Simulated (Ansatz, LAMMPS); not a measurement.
## Amorphous 29Ga2O3-71GeO2 (mol %) (86 atoms): a reference run and its variants

Density of this cell: 4.37 g/cm³. The cell holds 86 atoms: 14 Ga, 17 Ge and 55 O. Cell: a = 10.551 Å, b = 10.551 Å, c = 10.551 Å, α = 90.0°, β = 90.0°, γ = 90.0°. 86 atoms (14 Fe, 17 Ge, 55 O) placed at random at 4.17 g/cm³, melted at 5000 K for 10 ps at fixed volume with the Morse and Coulomb pair potential with partial charges (Pedone, Malavasi, Menziani, Cormack and Segre, J. Phys. Chem. B 110, 11780 (2006)). Quenched from 5000 K to 300 K at 100 K/ps and fixed volume, held 5 ps, then minimised at fixed cell. Then Fe was replaced by Ga and the cell scaled by 1.006 (the potential has no terms for the new elements, so the cell is a start for a DFT relaxation).

Geometry: as built.

Reference run: Kohn-Sham DFT, PBE, PAW (set soft_2), plane waves (Ansatz 0.2.0), cutoff 750 eV, Γ point, fixed occupations.

| Property | Result |
| --- | --- |
| r.m.s. force component | 0.8271 eV/Å |
| gap (highest filled to lowest empty level) | 1.102 eV |
| SCF cycles | 10 |
| time | 26 s on 4 threads of Intel Xeon Platinum 8175M at 2.50GHz (Skylake/Cascade Lake), shared host |

**Question.** The same geometry is run again with each of these changes. How far do the results move, and how long does each run take?
- support functions medium
- support functions low
- support functions high
- support functions medium, radius 3.55 Å
- support functions medium, radius 3.85 Å
- support functions medium, radius 4.1 Å
- support functions medium, radius 4.4 Å
- support functions medium, radius 4.95 Å
- support functions medium, radius 5.49 Å

Differences are against the run with plane waves at 750 eV (Kohn-Sham DFT, PBE, PAW (set soft_2), plane waves), whose r.m.s. force component is 0.827 eV/Å. Energies are set beside the reference only for runs with its functional, potentials and electron count. Times are for 4 threads of Intel Xeon Platinum 8175M at 2.50GHz (Skylake/Cascade Lake), shared host.

```
                                    run  Δ force, r.m.s. (meV/Å)  share of r.m.s. force (%)  Δ energy (meV/atom)  Δ gap (eV)  cycles     time  host memory (GiB)
                              reference                        -                          -                    -           -      10     26 s                3.7
               support functions medium                     2.18                      0.264                -1.57     -3.0e-4      16  2.6 min                4.0
                  support functions low                     2.20                      0.266                -1.56     -3.0e-4      14  2.4 min                3.9
                 support functions high                     2.29                      0.277                -1.73           0      20   15 min                 12
support functions medium, radius 3.55 Å                     2.20                      0.266                -1.56     -4.0e-4      16  2.3 min                3.7
support functions medium, radius 3.85 Å                     2.21                      0.267                -1.57     -3.0e-4      15  3.1 min                4.3
 support functions medium, radius 4.1 Å                     2.20                      0.266                -1.57     -3.0e-4      16  3.3 min                4.9
 support functions medium, radius 4.4 Å                     2.20                      0.266                -1.57     -2.0e-4      16  4.5 min                5.5
support functions medium, radius 4.95 Å                     2.19                      0.265                -1.57     -1.0e-4      16  7.2 min                6.9
support functions medium, radius 5.49 Å                     2.18                      0.264                -1.57     -1.0e-4      16   11 min                8.8
```

Among numerical settings the force difference runs from 2.2 meV/Å (support functions medium) to 2.3 meV/Å (support functions high). At 86 atoms the fastest of the runs at a preset level, support functions low, takes 5.6 times the time of plane waves, in 14 SCF cycles against 10. Differences between support functions and plane waves include what basis error the plane-wave run still has. As the radius goes from 3.55 to 5.49 Å, the force difference goes from 2.2 to 2.2 meV/Å, and the time from 2.3 min to 11 min. 

[Logs are printed without paths, hosts, clocks, repeated set-up lines and the standing remarks that a program may print on its own settings, such as how far it seeks lower states.]

[Hosts, paths, dates, database ids (printed as entryN), source tags and the programs' standing remarks are cut or masked in the printed files.]
